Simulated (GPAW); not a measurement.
# VSi2N4 monolayer: work function by functional and basis, part 2 of 2

Aim: the work function of both faces of VSi2N4 monolayer, and its spread over functionals and bases.

GPAW 26.7.0; GPAW, PAW setups; layer in a repeated cell with vacuum, relaxation of atoms and in-plane cell (the session's first sound run).

So far, upper work function (eV): step 3 (plane waves, PBE) 5.57; step 4 (RPBE) 5.40; step 5 (revPBE) 5.42.

## 6. Self-consistent run: xc = "vdW-DF2"

The same geometry under vdW-DF2, to see how far the functional moves the levels against the vacuum (the van der Waals functionals take revPBE setups).

run.py reads:

```python
import json
import numpy as np
from ase import Atoms
from gpaw import GPAW, PW

slab = Atoms(
    ['N', 'Si', 'N', 'V', 'N', 'Si', 'N'],
    positions=[
        [-0.00000, 0.00000, 7.00000],
        [-0.00000, 1.65015, 7.55160],
        [0.00000, 1.65015, 9.31356],
        [-0.00000, -0.00000, 10.49093],
        [0.00000, 1.65015, 11.66828],
        [0.00000, 1.65015, 13.43025],
        [0.00000, 0.00000, 13.98185]],
    cell=[[2.85816, -0.0, 0.0], [-1.42908, 2.47523, 0.0], [0.0, 0.0, 20.9818]],
    pbc=[True, True, False],
    magmoms=[0.0, 0.0, 0.0, 1.0, 0.0, 0.0, 0.0])

slab.calc = GPAW(mode=PW(500), xc='vdW-DF2', kpts={'size': (12, 12, 1), 'gamma': True},
                 occupations={'name': 'fermi-dirac', 'width': 0.05}, nbands='200%',
                 convergence={'density': 1e-05}, maxiter=200,
                 poissonsolver={'dipolelayer': 'xy'},
                 symmetry={'tolerance': 1e-3}, txt='slab.txt')
result = {}
energy = slab.get_potential_energy()
fermi = slab.calc.get_fermi_level()
v = slab.calc.get_electrostatic_potential().mean((0, 1)) - fermi
n = slab.calc.get_pseudo_density().mean((0, 1))
L = slab.cell[2, 2]
z = np.arange(len(v)) * L / len(v)
low, high = slab.positions[:, 2].min(), slab.positions[:, 2].max()
below, above = np.interp([low - 4.8, high + 4.8], z, v)
slopes = [np.interp(x, z, np.gradient(v, z)) for x in (low - 4.8, high + 4.8)]
eps = np.array([[slab.calc.get_eigenvalues(k, s) for k in range(len(slab.calc.get_ibz_k_points()))]
                for s in range(slab.calc.get_number_of_spins())]) - fermi
top, bottom = eps[eps < 0].max(), eps[eps > 0].min()
dipole = slab.get_dipole_moment()[2]
print(f'energy {energy:.4f} eV, Fermi level {fermi:.4f} eV, dipole {dipole:.5f} e A')
print(f'potential 4.8 A off the faces, from the Fermi level: lower {below:.4f} eV, upper {above:.4f} eV')
print(f'slope of the potential there: lower {slopes[0]:.5f}, upper {slopes[1]:.5f} eV/A')
print(f'nearest levels on the mesh: {top:.4f} and {bottom:.4f} eV')
print('magnetic moment', round(slab.get_magnetic_moment(), 3))
result.update(energy=energy, fermi=fermi, dipole=dipole, below=below, above=above, slopes=slopes, edges=[top, bottom],
              z=z.tolist(), v=v.tolist(), n=n.tolist(), positions=slab.positions.tolist(),
              forces=slab.get_forces(apply_constraint=False).tolist(), moments=slab.get_magnetic_moments().tolist())
json.dump(result, open('result.json', 'w'))
```

The run is started by

```bash
> OMP_NUM_THREADS=1 OPENBLAS_NUM_THREADS=1 python run.py
```

It took 2.6 min on 1 thread of Arm Neoverse V2, shared host; peak memory 0.45 GiB.

This step gave:

| Item | Value |
| --- | --- |
| levels nearest the Fermi level on the mesh | -0.06188, 0.2135 eV from the Fermi level |
| upper work function | 6.035 eV |
| lower work function | 6.056 eV |
| site moments | 0.001289, 0.006882, -0.01940, 0.9050, -0.01940, 0.006882, 0.001289 μB |
| sum of the site moments | 0.8826 μB |

The electrostatic potential energy of an electron (without an applied field's), less the Fermi level, planar mean oscillates, so the rows of the table below give means over windows of 1.12 Å about each position, cut where the curve ends. Its maxima inside the range that stand out by 2 % of the span (Å: eV): 8.6: -0.161, 9.7: -6.94, 11.2: -6.95, 12.4: -0.170. Its minima: 7.1: -23.0, 9.4: -12.8, 10.5: -19.2, 11.6: -12.8, 13.9: -23.0.

The electrostatic potential energy of an electron (without an applied field's), less the Fermi level, planar mean by z; means over each step:

z (Å), electrostatic potential energy of an electron (without an applied field's), less the Fermi level, planar mean (eV) and a bar from the least value:
```
     0.56        6.1 ##############################
     1.68        6.1 ##############################
     2.80        6.1 ##############################
     3.92        6.0 ##############################
     5.04        5.9 ##############################
     6.16        1.8 #########################
     7.28      -19.7 
     8.40       -4.5 ##################
     9.52       -9.1 ############
    10.64      -14.4 ######
    11.76       -7.1 ###############
    12.88       -9.1 ############
    14.00      -15.8 #####
    15.12        4.4 ############################
    16.24        6.0 ##############################
    17.36        6.0 ##############################
    18.48        6.0 ##############################
    19.60        6.0 ##############################
    20.72        6.0 ##############################
```

The upper face's work function is 6.035 eV, against 5.569 eV in the first plane-wave PBE run at this geometry.

## 7. Self-consistent run: xc = "LDA"

The same geometry under LDA, to see how far the functional moves the levels against the vacuum.

Edit run.py of step 6 so:

```diff
@@ -19,3 +19,3 @@
 
-slab.calc = GPAW(mode=PW(500), xc='vdW-DF2', kpts={'size': (12, 12, 1), 'gamma': True},
+slab.calc = GPAW(mode=PW(500), xc='LDA', kpts={'size': (12, 12, 1), 'gamma': True},
                  occupations={'name': 'fermi-dirac', 'width': 0.05}, nbands='200%',
```

Elapsed: 1.9 min, on 1 thread; peak memory 0.3 GiB.

This step gave:

```yaml
dipole_along_the_normal: 8.19e-4 e·Å
levels_nearest_the_fermi_level_on_the_mesh: -0.02544, 0.01574 eV from the Fermi level
upper_work_function: 6.072 eV
lower_work_function: 6.093 eV
site_moments: 0.001055, 0.004446, -0.01493, 0.7066, -0.01493, 0.004446, 0.001055 μB
sum_of_the_site_moments: 0.6878 μB
```

The electrostatic potential energy of an electron (without an applied field's), less the Fermi level, planar mean oscillates, so the rows of the table below give means over windows of 1.12 Å about each position, cut where the curve ends. Its maxima inside the range that stand out by 2 % of the span (Å: eV): 8.6: 0.478, 9.7: -6.47, 11.2: -6.48, 12.4: 0.470. Its minima: 7.1: -22.7, 9.4: -12.4, 10.5: -18.5, 11.6: -12.4, 13.9: -22.8.

Electrostatic potential energy of an electron (without an applied field's), less the Fermi level, planar mean against z; means over each step:

```
z (Å)  electrostatic potential energy of an electron (without an applied field's), less the Fermi level, planar mean (eV)
 0.56                                                                                                                6.09
 1.68                                                                                                                6.09
 2.80                                                                                                                6.09
 3.92                                                                                                                6.09
 5.04                                                                                                                5.99
 6.16                                                                                                                2.00
 7.28                                                                                                               -19.4
 8.40                                                                                                               -3.81
 9.52                                                                                                               -8.66
10.64                                                                                                               -13.7
11.76                                                                                                               -6.63
12.88                                                                                                               -8.46
14.00                                                                                                               -15.5
15.12                                                                                                                4.55
16.24                                                                                                                6.03
17.36                                                                                                                6.07
18.48                                                                                                                6.07
19.60                                                                                                                6.07
20.72                                                                                                                6.07
```

The upper face's work function is 6.072 eV, against 5.569 eV in the first plane-wave PBE run at this geometry.

## 8. OptPBE vdW: xc = "optPBE-vdW"

The same geometry under optPBE-vdW, to see how far the functional moves the levels against the vacuum (the van der Waals functionals take revPBE setups).

Edit run.py of step 7 so:

```diff
@@ -19,3 +19,3 @@
 
-slab.calc = GPAW(mode=PW(500), xc='LDA', kpts={'size': (12, 12, 1), 'gamma': True},
+slab.calc = GPAW(mode=PW(500), xc='optPBE-vdW', kpts={'size': (12, 12, 1), 'gamma': True},
                  occupations={'name': 'fermi-dirac', 'width': 0.05}, nbands='200%',
```

The job ended after 2.4 min (1 thread; peak memory 0.45 GiB).

Numbers from this step:

```
dipole along the normal                    : 8.17e-4 e·Å
levels nearest the Fermi level on the mesh : -0.001877, 0.1519 eV from the Fermi level
upper work function                        : 5.820 eV
lower work function                        : 5.841 eV
site moments                               : 0.001071, 0.006545, -0.02405, 0.9006, -0.02405, 0.006545, 0.001071 μB
sum of the site moments                    : 0.8677 μB
```

The electrostatic potential energy of an electron (without an applied field's), less the Fermi level, planar mean oscillates, so the rows of the table below give means over windows of 1.12 Å about each position, cut where the curve ends. Its maxima inside the range that stand out by 2 % of the span (Å: eV): 8.6: 0.0148, 9.7: -6.91, 11.2: -6.91, 12.4: 0.00600. Its minima: 7.1: -23.1, 9.4: -12.8, 10.5: -19.1, 11.6: -12.8, 13.9: -23.1.

Electrostatic potential energy of an electron (without an applied field's), less the Fermi level, planar mean against z; means over each step:

```
z (Å)  electrostatic potential energy of an electron (without an applied field's), less the Fermi level, planar mean (eV)
 0.56                                                                                                                5.84
 1.68                                                                                                                5.84
 2.80                                                                                                                5.84
 3.92                                                                                                                5.83
 5.04                                                                                                                5.72
 6.16                                                                                                                1.70
 7.28                                                                                                               -19.7
 8.40                                                                                                               -4.30
 9.52                                                                                                               -9.07
10.64                                                                                                               -14.2
11.76                                                                                                               -7.02
12.88                                                                                                               -8.97
14.00                                                                                                               -15.9
15.12                                                                                                                4.25
16.24                                                                                                                5.77
17.36                                                                                                                5.82
18.48                                                                                                                5.82
19.60                                                                                                                5.82
20.72                                                                                                                5.82
```

The upper face's work function is 5.820 eV, against 5.569 eV in the first plane-wave PBE run at this geometry.

## 9. Real-space grid: mode = "fd"

A real-space grid is a second complete basis, so it checks the plane-wave result.

Edit run.py of step 8 so:

```diff
@@ -3,3 +3,3 @@
 from ase import Atoms
-from gpaw import GPAW, PW
+from gpaw import GPAW
 
@@ -19,3 +19,3 @@
 
-slab.calc = GPAW(mode=PW(500), xc='optPBE-vdW', kpts={'size': (12, 12, 1), 'gamma': True},
+slab.calc = GPAW(mode='fd', h=0.18, xc='PBE', kpts={'size': (12, 12, 1), 'gamma': True},
                  occupations={'name': 'fermi-dirac', 'width': 0.05}, nbands='200%',
```

It took 5.4 min on 1 thread; peak memory 0.66 GiB.

This step gave:

* dipole along the normal: 8.37e-4 e·Å
* levels nearest the Fermi level on the mesh: -0.07348, 1.45e-4 eV from the Fermi level
* upper work function: 5.634 eV
* lower work function: 5.654 eV
* site moments: 0.001293, 0.006866, -0.02441, 0.8950, -0.02441, 0.006866, 0.001293 μB
* sum of the site moments: 0.8625 μB

The electrostatic potential energy of an electron (without an applied field's), less the Fermi level, planar mean oscillates, so the rows of the table below give means over windows of 1.09 Å about each position, cut where the curve ends. Its maxima inside the range that stand out by 2 % of the span (Å: eV): 8.7: 0.0997, 9.8: -6.93, 11.2: -6.94, 12.3: 0.0908. Its minima: 7.1: -23.0, 9.3: -12.8, 10.5: -19.1, 11.7: -12.9, 13.8: -23.0.

Electrostatic potential energy of an electron (without an applied field's), less the Fermi level, planar mean against z; means over each step:

```
z (Å)  electrostatic potential energy of an electron (without an applied field's), less the Fermi level, planar mean (eV)
 0.55                                                                                                                5.65
 1.64                                                                                                                5.65
 2.73                                                                                                                5.65
 3.82                                                                                                                5.65
 4.91                                                                                                                5.59
 6.00                                                                                                                3.39
 7.09                                                                                                               -17.8
 8.18                                                                                                               -7.46
 9.27                                                                                                               -7.35
10.36                                                                                                               -14.5
11.45                                                                                                               -9.22
12.54                                                                                                               -3.66
13.63                                                                                                               -20.1
14.72                                                                                                              0.0974
15.81                                                                                                                5.49
16.90                                                                                                                5.63
17.99                                                                                                                5.63
19.08                                                                                                                5.63
20.17                                                                                                                5.63
```

The upper face's work function is 5.634 eV, against 5.569 eV in the first plane-wave PBE run at this geometry.

## 10. Atomic orbitals: mode = "lcao"

Atom-centred orbitals end a few angstrom from the surface, which tests how much the density's tail matters.

Edit run.py of step 9 so:

```diff
@@ -19,4 +19,4 @@
 
-slab.calc = GPAW(mode='fd', h=0.18, xc='PBE', kpts={'size': (12, 12, 1), 'gamma': True},
-                 occupations={'name': 'fermi-dirac', 'width': 0.05}, nbands='200%',
+slab.calc = GPAW(mode='lcao', basis='dzp', h=0.18, xc='PBE', kpts={'size': (12, 12, 1), 'gamma': True},
+                 occupations={'name': 'fermi-dirac', 'width': 0.05}, nbands='120%',
                  convergence={'density': 1e-05}, maxiter=200,
```

It took 6 min on 1 thread; peak memory 0.28 GiB.

This step gave:

| Quantity | Value |
| --- | --- |
| dipole along the normal | 8.38e-4 e·Å |
| levels nearest the Fermi level on the mesh | -0.04384, 0.03052 eV from the Fermi level |
| upper work function | 5.520 eV |
| lower work function | 5.541 eV |
| site moments | 0.001165, 0.006247, -0.02532, 0.8881, -0.02532, 0.006247, 0.001165 μB |
| sum of the site moments | 0.8522 μB |

The upper face's work function is 5.520 eV, against 5.569 eV in the first plane-wave PBE run at this geometry.

## 11. Cost and result by level

Times are for 1 thread of Arm Neoverse V2, shared host. The series side by side:

```
no.         run  upper work function (eV)  lower work function (eV)     time  memory (GiB)
  1          pw                     5.569                     5.590  2.2 min          0.31
  2        RPBE                     5.402                     5.423  2.2 min          0.31
  3      revPBE                     5.418                     5.439  2.4 min          0.31
  4     vdW DF2                     6.035                     6.056  2.6 min          0.45
  5         LDA                     6.072                     6.093  1.9 min           0.3
  6  optPBE vdW                     5.820                     5.841  2.4 min          0.45
  7          fd                     5.634                     5.654  5.4 min          0.66
  8        lcao                     5.520                     5.541    6 min          0.28
```

## 12. Side by side

Results and costs are gathered.

This step: comparison of work functions, dipole and cost (GPAW 26.7.0).

Ladder, by row:

```
      step  code  work function, upper (eV)  work function, lower (eV)  dipole (e Å)  wall time (s)  peak memory (GiB)  threads
        pw  GPAW                      5.569                       5.59       8.17e-4          129.6               0.31        1
      RPBE  GPAW                      5.402                      5.423       8.17e-4          134.3               0.31        1
    revPBE  GPAW                      5.418                      5.439       8.17e-4          141.2               0.31        1
   vdW-DF2  GPAW                      6.035                      6.056       8.17e-4          155.4               0.45        1
       LDA  GPAW                      6.072                      6.093       8.19e-4          116.7                0.3        1
optPBE-vdW  GPAW                       5.82                      5.841       8.17e-4          141.8               0.45        1
        fd  GPAW                      5.634                      5.654       8.37e-4          323.1               0.66        1
      lcao  GPAW                       5.52                      5.541       8.38e-4          361.7               0.28        1
```

## 13. Outcome

| Property | Result |
| --- | --- |
| work function, upper and lower face | 5.569 and 5.590 eV |
| dipole along the normal | 8.2e-4 e Å |

What this shows: With plane waves and PBE the work function is 5.57 eV on the upper face and 5.59 eV on the lower. Over the sound runs of the table the upper face's work function spans 5.402 (RPBE) to 6.072 eV (LDA). The small printed dipole stands for a step of -21 meV from the lower to the upper face, and the probes find -21 meV; values this small are near the numerical noise of both. One magnetic start was tried; another order may lie lower. The layer's cell and atoms come from the relaxation; spin-orbit coupling and temperature are left out.

[Logs are printed without paths, hosts, clocks, repeated set-up lines and the standing remarks that a program may print on its own settings, such as how far it seeks lower states.]

[Hosts, paths, dates, database ids (printed as entryN), source tags and the programs' standing remarks are cut or masked in the printed files.]
